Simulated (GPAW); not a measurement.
## Quasiparticle gap of WS2 (Tungstenite) in GPAW

How does a plane-wave GW calculation on WS2 (Tungstenite) run from the first input to the gap?

Program: GPAW 26.7.0. Level of theory: LDA and many-body steps on it, plane waves. Results are calculated unless marked as measured.

Most raw output is cut from this account.

## Step 1: Set-up

Symmetry: R3m, No. 160, trigonal system. The conventional cell has a = 3.158 Å, b = 3.158 Å, c = 18.490 Å, α = 90.00°, β = 90.00°, γ = 120.00°. W has 6 S at 2.39 to 2.42 Å nearest. Nearest to S lie 3 W at 2.39 Å. Nearest to S lie 3 W at 2.42 Å. Farther neighbours and most contacts between anions are not listed.

The cell and positions come from the Crystallography Open Database and are kept as given unless a step says otherwise. Spin-orbit coupling is left out unless a step names it.

## Step 2: Ground state

This step: GPAW 26.7.0; DFT, LDA, plane waves, PAW.

The ground-state density comes first.

Contents of run.py:

```python
import json
import numpy as np
from gpaw.mpi import world
from ase import Atoms
from gpaw import GPAW, PW, FermiDirac

atoms = Atoms(['W', 'S', 'S'],
    cell=[[1.5790000000, 0.9116360751, 6.1633333333],
      [-1.5790000000, 0.9116360751, 6.1633333333],
      [0.0000000000, -1.8232721501, 6.1633333333]],
    scaled_positions=[[0.0000000000, 0.0000000000, 0.0000000000],
      [0.2497000000, 0.2497000000, 0.2497000000],
      [0.4190000000, 0.4190000000, 0.4190000000]],
    pbc=(True, True, True))
calc = GPAW(mode=PW(450),
    xc='LDA',
    kpts={'size': (8, 8, 8), 'gamma': True},
    occupations=FermiDirac(0.001),
    nbands=-7,
    convergence={'density': 1e-6, 'bands': -3},
    maxiter=100,
    txt='gs.txt')
atoms.calc = calc
res = {'energy': atoms.get_potential_energy()}
kpts = calc.get_ibz_k_points()
res['kpts'] = kpts
res['eigenvalues'] = [calc.get_eigenvalues(kpt=k) for k in range(len(kpts))]
res['n_electrons'] = calc.get_number_of_electrons()
calc.write('gs.gpw')

if world.rank == 0:
    with open('result.json', 'w') as f:
        json.dump(res, f, default=lambda x: x.tolist())
```

Run with:

```sh
$ mpirun -n 4 gpaw python run.py
```

It took 11 s on 4 MPI ranks of Intel Xeon 6975P-C (Granite Rapids), shared host; peak memory 0.88 GiB; 43 s of CPU time.

This step gave:

| Item | Value |
| --- | --- |
| total energy | -24.92 eV |
| gap | 1.089 eV |
| k of the valence top | 0.5, 0.5, 0.5 |
| k of the conduction bottom | 0.25, 0, -0.125 |
| least direct gap | 2.276 eV |

The gap is indirect, with the least direct gap 1.19 eV higher.

## Step 3: Bands along the symmetry lines

Levels along a band path, at the cheap level, show where the edges lie and whether the meshes to come will hold them.

Contents of run.py:

```python
import json
import numpy as np
from gpaw.mpi import world
from gpaw import GPAW

path = [[0.000000, 0.000000, 0.000000],
    [-0.062500, -0.062500, -0.062500],
    [-0.125000, -0.125000, -0.125000],
    [-0.187500, -0.187500, -0.187500],
    [-0.250000, -0.250000, -0.250000],
    [-0.312500, -0.312500, -0.312500],
    [-0.375000, -0.375000, -0.375000],
    [-0.437500, -0.437500, -0.437500],
    [-0.500000, -0.500000, -0.500000],
    [-0.500000, -0.460157, -0.539843],
    [-0.500000, -0.420313, -0.579687],
    [-0.500000, -0.380470, -0.619530],
    [-0.500000, -0.340626, -0.659374],
    [-0.500000, -0.300783, -0.699217],
    [-0.500000, -0.260939, -0.739061],
    [-0.500000, -0.221096, -0.778904],
    [-0.500000, -0.181252, -0.818748],
    [-0.181252, 0.181252, -0.500000],
    [-0.158596, 0.158596, -0.500000],
    [-0.135939, 0.135939, -0.500000],
    [-0.113283, 0.113283, -0.500000],
    [-0.090626, 0.090626, -0.500000],
    [-0.067970, 0.067970, -0.500000],
    [-0.045313, 0.045313, -0.500000],
    [-0.022657, 0.022657, -0.500000],
    [0.000000, 0.000000, -0.500000],
    [0.000000, 0.000000, -0.437500],
    [0.000000, 0.000000, -0.375000],
    [0.000000, 0.000000, -0.312500],
    [0.000000, 0.000000, -0.250000],
    [0.000000, 0.000000, -0.187500],
    [0.000000, 0.000000, -0.125000],
    [0.000000, 0.000000, -0.062500],
    [0.000000, 0.000000, 0.000000],
    [0.000000, 0.042578, -0.042578],
    [0.000000, 0.085157, -0.085157],
    [0.000000, 0.127735, -0.127735],
    [0.000000, 0.170313, -0.170313],
    [0.000000, 0.212891, -0.212891],
    [0.000000, 0.255470, -0.255470],
    [0.000000, 0.298048, -0.298048],
    [0.000000, 0.340626, -0.340626],
    [-0.340626, 0.000000, -0.659374],
    [-0.360548, 0.000000, -0.639452],
    [-0.380470, 0.000000, -0.619530],
    [-0.400391, 0.000000, -0.599609],
    [-0.420313, 0.000000, -0.579687],
    [-0.440235, 0.000000, -0.559765],
    [-0.460157, 0.000000, -0.539843],
    [-0.480078, 0.000000, -0.519922],
    [-0.500000, 0.000000, -0.500000],
    [-0.437500, 0.000000, -0.437500],
    [-0.375000, 0.000000, -0.375000],
    [-0.312500, 0.000000, -0.312500],
    [-0.250000, 0.000000, -0.250000],
    [-0.187500, 0.000000, -0.187500],
    [-0.125000, 0.000000, -0.125000],
    [-0.062500, 0.000000, -0.062500],
    [0.000000, 0.000000, 0.000000]]
calc = GPAW('gs.gpw').fixed_density(kpts=path,
    symmetry='off',
    nbands=23,
    convergence={'bands': 19},
    txt='bands.txt')
res = {}
kpts = calc.get_ibz_k_points()
res['kpts'] = kpts
res['eigenvalues'] = [calc.get_eigenvalues(kpt=k) for k in range(len(kpts))]
res['n_electrons'] = calc.get_number_of_electrons()

if world.rank == 0:
    with open('result.json', 'w') as f:
        json.dump(res, f, default=lambda x: x.tolist())
```

Run with:

```sh
$ mpirun -n 4 gpaw python run.py
```

Elapsed: 8.7 s, on 4 MPI ranks; peak memory 0.9 GiB.

Numbers from this step:

| Property | Result |
| --- | --- |
| gap | 0.9355 eV |
| k of the valence top | -0.5, -0.5, -0.5 |
| k of the conduction bottom | 0, 0.1703, -0.1703 |
| least direct gap | 1.888 eV |

The gap is 0.935 eV, −0.154 eV from the run before at this level.

Electronic bands along the path, in eV, zero at the top of the highest filled band:

```tsv
point	band 10	band 11	band 12	band 13	band 14	band 15	band 16	band 17
Γ	-2.30	-2.30	-1.55	-1.25	2.16	2.16	2.53	2.53
halfway	-2.94	-2.28	-2.28	-0.33	2.20	2.20	2.46	2.46
T	-3.57	-2.27	-2.27	0.00	2.28	2.28	2.36	2.36
halfway	-4.21	-2.97	-2.19	-1.55	1.58	2.12	2.49	3.92
H2	-4.61	-4.06	-3.00	-0.73	1.21	2.46	3.49	4.78
jump to H0	-4.61	-4.06	-3.00	-0.73	1.21	2.46	3.49	4.78
halfway	-4.07	-3.49	-2.75	-1.16	1.79	2.71	2.93	4.30
L	-4.16	-2.55	-1.80	-1.73	2.24	2.53	3.54	3.83
halfway	-3.42	-2.63	-1.91	-1.62	1.29	1.99	2.81	3.35
Γ	-2.30	-2.30	-1.55	-1.25	2.16	2.16	2.53	2.53
halfway	-3.94	-2.94	-1.78	-1.57	0.94	2.11	2.59	4.01
S0	-4.63	-3.99	-3.05	-0.71	1.18	2.47	3.44	4.83
jump to S2	-4.63	-3.99	-3.05	-0.71	1.18	2.47	3.44	4.83
halfway	-4.26	-3.55	-2.98	-1.08	1.95	2.88	3.35	3.86
F	-4.08	-3.17	-2.00	-1.54	2.19	2.64	3.13	4.34
halfway	-3.38	-2.68	-2.24	-1.50	1.45	1.83	2.80	3.53
Γ	-2.30	-2.30	-1.55	-1.25	2.16	2.16	2.53	2.53
```

## Step 4: Empty states on the mesh, 6×6×6 mesh, 96 bands

The sums over transitions need many empty states on a uniform mesh; this step solves for them.

Contents of run.py:

```python
import json
import numpy as np
from gpaw.mpi import world
from gpaw import GPAW

calc = GPAW('gs.gpw').fixed_density(kpts={'size': (6, 6, 6), 'gamma': True},
    parallel={'domain': 1, 'band': 1},
    txt='nscf.txt')
calc.diagonalize_full_hamiltonian(nbands=96)
calc.write('full.gpw', mode='all')
res = {}
kpts = calc.get_ibz_k_points()
res['kpts'] = kpts
res['eigenvalues'] = [calc.get_eigenvalues(kpt=k) for k in range(len(kpts))]
res['n_electrons'] = calc.get_number_of_electrons()

if world.rank == 0:
    with open('result.json', 'w') as f:
        json.dump(res, f, default=lambda x: x.tolist())
```

Run with:

```sh
$ mpirun -n 4 gpaw python run.py
```

Wall time 13 s (4 MPI ranks); peak memory 1.4 GiB.

This step gave:

* gap: 0.9419 eV
* k of the valence top: 0.5, 0.5, 0.5
* k of the conduction bottom: 0.1667, 0, -0.1667
* least direct gap: 1.879 eV
* k points computed: 32
* lowest point of the top converged band, above the valence top: 65.4704 eV

On this mesh the gap is 0.942 eV.

## Step 5: Screening and self-energy, 6×6×6 mesh, 86 bands, screening to 80 eV

G0W0 replaces the xc potential by the self-energy, built once from these orbitals. Only a window of levels is corrected, while the sums run over the empty bands that the input names.

This step: G0W0 on LDA, plane waves, PAW.

Contents of run.py:

```python
import json
import numpy as np
from gpaw.mpi import world
from gpaw.response.g0w0 import G0W0

gw = G0W0('full.gpw',
    filename='gw',
    kpts=[0, 1, 20, 31],
    bands=(11, 15),
    ecut=80,
    nbands=86,
    integrate_gamma='WS',
    ppa=True)
gw.calculate()
res = {mode: {k: v for k, v in r.items() if k != 'sigma_eskwn'}
       for mode, r in gw.all_results.items()}

if world.rank == 0:
    with open('result.json', 'w') as f:
        json.dump(res, f, default=lambda x: x.tolist())
```

Run with:

```sh
$ mpirun -n 4 gpaw python run.py
```

Wall time 5.1 min (4 MPI ranks); peak memory 2.7 GiB; 20 min of CPU time.

This step gave:

```yaml
g0w0_gap_on_the_mesh: 1.336 eV
least_direct_g0w0_gap_on_the_computed_points: 2.521 eV
z_at_the_valence_top: 0.7922
z_at_the_conduction_bottom: 0.8003
starting_gap_on_the_mesh: 0.9419 eV
k_of_the_valence_top: 0.5, 0.5, 0.5
k_of_the_conduction_bottom: 0.1667, 0, -0.1667
```

The gap on the mesh goes from 0.94 eV to 1.34 eV, a correction of +0.39 eV. The start differs from the 1.09 eV found before because the two sample other k points.

Limits: finite bands, cutoff and mesh; no spin-orbit coupling. v1 is the top filled band, c1 the lowest empty one. Levels before and after the correction, in eV, zero at the valence-band top of each column:

```tsv
	conduction bottom	valence top
Kohn-Sham	0.94	0.00
G0W0	1.34	0.00
```

```tsv
	level	energy (eV)
Kohn-Sham	(0.167 0 -0.167) v2	-1.748
Kohn-Sham	(0.167 0 -0.167) v1	-1.572
Kohn-Sham	(0.167 0 -0.167) c1	0.942
Kohn-Sham	(0.167 0 -0.167) c2	2.088
Kohn-Sham	(0.5 0.5 0.5) v2	-2.267
Kohn-Sham	(0.5 0.5 0.5) v1	0.000
Kohn-Sham	(0.5 0.5 0.5) c1-c2	2.276
G0W0	(0.167 0 -0.167) v2	-2.195
G0W0	(0.167 0 -0.167) v1	-1.673
G0W0	(0.167 0 -0.167) c1	1.336
G0W0	(0.167 0 -0.167) c2	2.727
G0W0	(0.5 0.5 0.5) v2	-2.416
G0W0	(0.5 0.5 0.5) v1	0.000
G0W0	(0.5 0.5 0.5) c1-c2	2.820
```

## Step 6: Where the time went

Times are wall times on 4 MPI ranks of Intel Xeon 6975P-C (Granite Rapids), shared host, good to a factor of about two.

```tsv
step	time	share	memory (GiB)
ground state	11 s	3 %	0.88
bands along the symmetry lines	8.7 s	3 %	0.9
empty states on the mesh	13 s	4 %	1.4
screening and self-energy	5.1 min	90 %	2.7
```

## Step 7: Results

```yaml
lda_gap: 0.94 eV, indirect
g0w0_gap_on_the_mesh: 1.34 eV
gw_settings: 6×6×6 mesh, 86 bands, screening to 80 eV, Godby-Needs plasmon pole
known_limits: not at the basis limit; no spin-orbit coupling
```

**Reading.** G0W0 moves the gap on the mesh from 0.94 eV to 1.34 eV (+0.39 eV), with Z of 0.79 and 0.80 at the edges. The dearest step here is «screening and self-energy». Bands and cutoff are finite, so the gap is not at the basis limit. The miss can reach some tenths of an eV and take either sign; the mesh is an error of its own. These stock PAW sets were not made for GW; the filled d or f shell of W lies in the frozen core, which bears on start and correction. The many-body steps are scalar-relativistic: spin-orbit coupling is not in them.

[Paths, hosts, dates, memory and timing lines, banners, echoed tables and standing remarks are left out of the program output.]

[Logs are printed without paths, hosts, clocks, repeated set-up lines and the standing remarks that a program may print on its own settings, such as how far it seeks lower states.]

[Runs of the session that timed out or met a known fault of the program may be left out.]

[Hosts, paths, dates, database ids (printed as entryN), source tags and the programs' standing remarks are cut or masked in the printed files.]
